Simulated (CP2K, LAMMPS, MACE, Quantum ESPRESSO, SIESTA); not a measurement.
# Ranking relaxed geometries by hand: amorphous 32Ga2O3-68GeO2 (mol %) (69 atoms)

The cell holds 69 atoms (12 Ga, 13 Ge and 44 O). Recipe: 69 atoms (12 Fe, 13 Ge, 44 O) placed at random at 4.74 g/cm³, melted at 5000 K for 10 ps at fixed volume with the Morse and Coulomb pair potential with partial charges (Pedone, Malavasi, Menziani, Cormack and Segre, J. Phys. Chem. B 110, 11780 (2006)). Quenched from 5000 K to 300 K at 20 K/ps and fixed volume, held 5 ps, then minimised at fixed cell. Then Fe was replaced by Ga and the cell scaled by 1.006 (the potential has no terms for the new elements, so the cell is a start for a DFT relaxation).

Each method relaxed the atoms from this start in the fixed cell; Quantum ESPRESSO 7.5 (PBE; plane waves, SSSP efficiency, 70/560 Ry; k-points Γ) then solved the start and every end.

```
                geometry  free energy (eV)  r.m.s. force (eV/Å)
                   start       -108126.857                0.853
end of MACE MPA-0 medium       -108130.826                0.061
 end of CP2K double zeta       -108130.896                0.073
       end of SIESTA DZP       -108129.949                0.292
```

**Question.** Find the energy that each relaxation gains per atom at this level, and what share of the best gain each reaches. Compare the gap between best and worst with kT at 300 K (25.9 meV).

**Working.**

MACE MPA-0 medium: -108126.857 − (-108130.826) = 3.969 eV, or 57.5 meV an atom; 98 % of the best.

CP2K double zeta: -108126.857 − (-108130.896) = 4.039 eV, or 58.5 meV an atom; 100 % of the best.

SIESTA DZP: -108126.857 − (-108129.949) = 3.092 eV, or 44.8 meV an atom; 77 % of the best.

CP2K double zeta gains most. SIESTA DZP ends 0.947 eV higher for the cell, 13.7 meV an atom, which is 0.53 kT an atom and 37 kT for the cell.

Limits: no end is a minimum of this level; CP2K double zeta and SIESTA DZP stopped short of the threshold.

[Logs are printed without paths, hosts, clocks, repeated set-up lines and the standing remarks that a program may print on its own settings, such as how far it seeks lower states.]

[Hosts, paths, dates, database ids (printed as entryN), source tags and the programs' standing remarks are cut or masked in the printed files.]
